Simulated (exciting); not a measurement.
**RbLuS2: the S L₂,₃ edge from the Bethe–Salpeter equation**

How far do the exchange and direct terms reshape the S L₂,₃ edge of RbLuS2?

Method: X-ray absorption, core-level Bethe-Salpeter equation, exchange and statically screened direct term, Tamm-Dancoff, all-electron LAPW+lo LDA, in exciting sodium.

**1. Starting point**

The structure is trigonal, space group R-3m (No. 166). The conventional cell has a = 3.991 Å, b = 3.991 Å, c = 22.838 Å, α = 90.00°, β = 90.00°, γ = 120.00°. Lu has 6 S at 2.72 Å nearest. Rb has 6 S at 3.29 Å nearest. S has 3 Lu at 2.72 Å and 3 Rb at 3.29 Å nearest. Farther neighbours and most contacts between anions are not listed.

Structure file:

```cif
data_structure
_symmetry_space_group_name_H-M 'P 1'
_symmetry_Int_Tables_number 1
_cell_length_a 7.9537
_cell_length_b 7.9537
_cell_length_c 7.9537
_cell_angle_alpha 29.060
_cell_angle_beta 29.060
_cell_angle_gamma 29.060
_cell_volume 105.01
loop_
_atom_site_label
_atom_site_type_symbol
_atom_site_fract_x
_atom_site_fract_y
_atom_site_fract_z
_atom_site_occupancy
Lu1 Lu 0.50000 0.50000 0.50000 1
Rb2 Rb 0.00000 0.00000 0.00000 1
S3 S 0.76970 0.76970 0.76970 1
S4 S 0.23030 0.23030 0.23030 1
```

Differences between curves are given as r.m.s. difference over r.m.s. height.

**2. Ground state**

The species files are the program's own, with muffin-tin radii set in the input.

input.xml

```
<input>
  <title>RbLuS2</title>
  <structure speciespath="." autormt="false" epslat="1.0e-5">
    <crystal>
      <basevect>3.7709484810 2.1771581207 14.3858550755</basevect>
      <basevect>-3.7709484810 2.1771581207 14.3858550755</basevect>
      <basevect>0.0000000000 -4.3543162411 14.3858550755</basevect>
    </crystal>
    <species speciesfile="Lu.xml" rmt="2.300">
      <atom coord="0.5000000000 0.5000000000 0.5000000000"/>
    </species>
    <species speciesfile="Rb.xml" rmt="2.464">
      <atom coord="0.0000000000 0.0000000000 0.0000000000"/>
    </species>
    <species speciesfile="S.xml" rmt="2.300">
      <atom coord="0.7697000000 0.7697000000 0.7697000000"/>
      <atom coord="0.2303000000 0.2303000000 0.2303000000"/>
    </species>
  </structure>
  <groundstate do="fromscratch" xctype="LDA_PW" ngridk="3 3 3" rgkmax="7" gmaxvr="14" nempty="8" swidth="0.001" maxscl="100" epsengy="1e-5"/>
</input>
```

Launch:

```sh
$ OMP_NUM_THREADS=1 mpirun -n 4 exciting
```

What it wrote:

```text
EXCITING SODIUM started
********************************************************************************
* Ground-state run starting from atomic densities                              *
********************************************************************************
+ Starting initialization                                                      +
 Lattice vectors (cartesian) :
      3.7709484810      2.1771581207     14.3858550755
     -3.7709484810      2.1771581207     14.3858550755
      0.0000000000     -4.3543162411     14.3858550755
 Reciprocal lattice vectors (cartesian) :
      0.8331041035      0.4809928784      0.1455871126
     -0.8331041035      0.4809928784      0.1455871126
      0.0000000000     -0.9619857568      0.1455871126
 Unit cell volume                           :     708.6430008802
 Brillouin zone volume                      :       0.3500355089
 Species :    1 (Lu)
     parameters loaded from                 :    Lu.xml
     name                                   :    lutetium
     nuclear charge                         :     -71.00000000
     electronic charge                      :      71.00000000
     atomic mass                            :  318945.32950000
     muffin-tin radius                      :       2.30000000
     # of radial points in muffin-tin       :     600
     atomic positions (lattice) :
       1 :   0.00000000  0.00000000  0.00000000
 Species :    2 (Rb)
     parameters loaded from                 :    Rb.xml
     name                                   :    rubidium
     nuclear charge                         :     -37.00000000
     electronic charge                      :      37.00000000
     atomic mass                            :  155798.26850000
     muffin-tin radius                      :       2.46400000
     # of radial points in muffin-tin       :     400
     atomic positions (lattice) :
       1 :   0.50000000  0.50000000  0.50000000
 Species :    3 (S)
     parameters loaded from                 :    S.xml
     name                                   :    sulphur
     nuclear charge                         :     -16.00000000
     electronic charge                      :      16.00000000
     atomic mass                            :   58452.74216000
     muffin-tin radius                      :       2.30000000
     # of radial points in muffin-tin       :     300
     atomic positions (lattice) :
       1 :   0.26970000  0.26970000  0.26970000
       2 :   0.73030000  0.73030000  0.73030000
 Total number of atoms per unit cell        :       4
 Spin treatment                             :    spin-unpolarised
 Number of Bravais lattice symmetries       :      12
 Number of crystal symmetries               :      12
 k-point grid                               :       3    3    3
 Total number of k-points                   :       6
 k-point set is reduced with crystal symmetries
 R^MT_min * |G+k|_max (rgkmax)              :       7.00000000
 Species with R^MT_min                      :       1 (Lu)
 Maximum |G+k| for APW functions            :       3.04347826
 Maximum |G| for potential and density      :      14.00000000
 G-vector grid sizes                        :      72    72    72
 Total number of G-vectors                  :   32819
 Maximum angular momentum used for
     APW functions                          :       8
     computing H and O matrix elements      :       8
     potential and density                  :       8
     inner part of muffin-tin               :       2
 Total nuclear charge                       :    -140.00000000
 Total electronic charge                    :     140.00000000
 Total core charge                          :      94.00000000
 Total valence charge                       :      46.00000000
 Number of empty states                     :       8
 Total number of valence states             :      32
 Maximum Hamiltonian size                   :     385
 Maximum number of plane-waves              :     349
 Total number of local-orbitals             :      36
 Exchange-correlation type                  :       3
     Perdew-Wang, Phys. Rev. B 45, 13244 (1992)
 Smearing scheme                            :    Gaussian
 Smearing width                             :       0.00100000
 Using multisecant Broyden potential mixing
+ Ending initialization                                                        +
********************************************************************************
* Groundstate module started                                                   *
********************************************************************************
 Output level for this task is set to normal
+ Self-consistent loop started                                                 +
 Density and potential initialised from atomic data
+ SCF iteration number :    1                                                  +
 Total energy                               :    -18335.55407638
 _______________________________________________________________
 Fermi energy                               :         0.15502122
 Kinetic energy                             :     20109.55178560
 Coulomb energy                             :    -38005.49202919
 Exchange energy                            :      -426.44092754
 Correlation energy                         :       -13.17290525
 DOS at Fermi energy (states/Ha/cell)       :         0.00000000
 Electron charges :
     core                                   :        94.00000000
     core leakage                           :         0.00029967
     valence                                :        46.00000000
     interstitial                           :         6.50378233
     charge in muffin-tin spheres :
                  atom     1    Lu          :        67.99449787
                  atom     2    Rb          :        35.12238634
                  atom     3     S          :        15.18966673
                  atom     4     S          :        15.18966673
     total charge in muffin-tins            :       133.49621767
     total charge                           :       140.00000000
 Estimated fundamental gap                  :         0.12646241
        valence-band maximum at    1      0.0000  0.0000  0.0000
     conduction-band minimum at    6      0.6667  0.3333  0.3333
[... further iterations ...]
| Convergence targets achieved. Performing final SCF iteration                 +
 Total energy                               :    -18346.50651969
 _______________________________________________________________
 Fermi energy                               :         0.17132181
 Kinetic energy                             :     20100.71773940
 Coulomb energy                             :    -38007.62427574
 Exchange energy                            :      -426.43230980
 Correlation energy                         :       -13.16767355
 DOS at Fermi energy (states/Ha/cell)       :         0.00000000
 Electron charges :
     core                                   :        94.00000000
     core leakage                           :         0.00029817
     valence                                :        46.00000000
     interstitial                           :         6.90357950
     charge in muffin-tin spheres :
                  atom     1    Lu          :        68.19321817
                  atom     2    Rb          :        35.19086158
                  atom     3     S          :        14.85617038
                  atom     4     S          :        14.85617038
     total charge in muffin-tins            :       133.09642050
     total charge                           :       140.00000000
 Estimated fundamental gap                  :         0.08483809
        valence-band maximum at    1      0.0000  0.0000  0.0000
     conduction-band minimum at    6      0.6667  0.3333  0.3333
+ Self-consistent loop stopped                                                 +
 STATE.OUT is written
********************************************************************************
* Groundstate module stopped                                                   *
********************************************************************************
 Total time spent (seconds)                 :        89.67
- CAUTION! Warnings have been written in file WARNING.OUT !                    -
| EXCITING SODIUM stopped                                                      =
```

The job ended after 92 s (4 MPI ranks of Intel Xeon at 2.50GHz (Skylake/Cascade Lake), shared host).

The warnings file holds hints only, no warning.

The mesh shows a gap of 2.31 eV. Core levels (Dirac, from the valence top):

| atom | level | energy (eV) |
| --- | --- | --- |
| S | 1s1/2 | -2388.8 |
| S | 2s1/2 | -202.8 |
| S | 2p1/2 | -149.3 |
| S | 2p3/2 | -148.0 |

**3. A richer basis for the empty states**

Each species file gets more local orbitals, built from u and its energy derivative at 0.15 Ha and u at 0.9 Ha.

input.xml is that of step 2.

SPECIES.xml, added lines

```
<lo l="L">  <!-- L = 0, 1, 2, and 3 from Cs on -->
  <wf matchingOrder="0" trialEnergy="0.1500" searchE="false"/>
  <wf matchingOrder="1" trialEnergy="0.1500" searchE="false"/>
  <wf matchingOrder="0" trialEnergy="0.9000" searchE="false"/>
</lo>
```

Launch:

```sh
$ OMP_NUM_THREADS=1 mpirun -n 4 exciting
```

What it wrote:

```text
EXCITING SODIUM started
********************************************************************************
* Ground-state run starting from atomic densities                              *
********************************************************************************
+ Starting initialization                                                      +
[... lattice and species ...]
 Spin treatment                             :    spin-unpolarised
 Number of Bravais lattice symmetries       :      12
[...]
+ Self-consistent loop stopped                                                 +
 STATE.OUT is written
********************************************************************************
* Groundstate module stopped                                                   *
********************************************************************************
 Total time spent (seconds)                 :        88.88
- CAUTION! Warnings have been written in file WARNING.OUT !                    -
| EXCITING SODIUM stopped                                                      =
[key lines of the parts left out:]
Total energy                               :    -18346.50721346
Fermi energy                               :         0.17150606
```

Run time: 90 s. Hardware: 4 MPI ranks.

Against the first ground state the total energy moves by -5 meV an atom and the gap by 0.00 eV.

(Continued in part 2 of 3.)

[Banner, clock and machine lines of the logs are left out without a mark of their own.]

[Logs are printed without paths, hosts, clocks, repeated set-up lines and the standing remarks that a program may print on its own settings, such as how far it seeks lower states.]

[Hosts, paths, dates, database ids (printed as entryN), source tags and the programs' standing remarks are cut or masked in the printed files.]
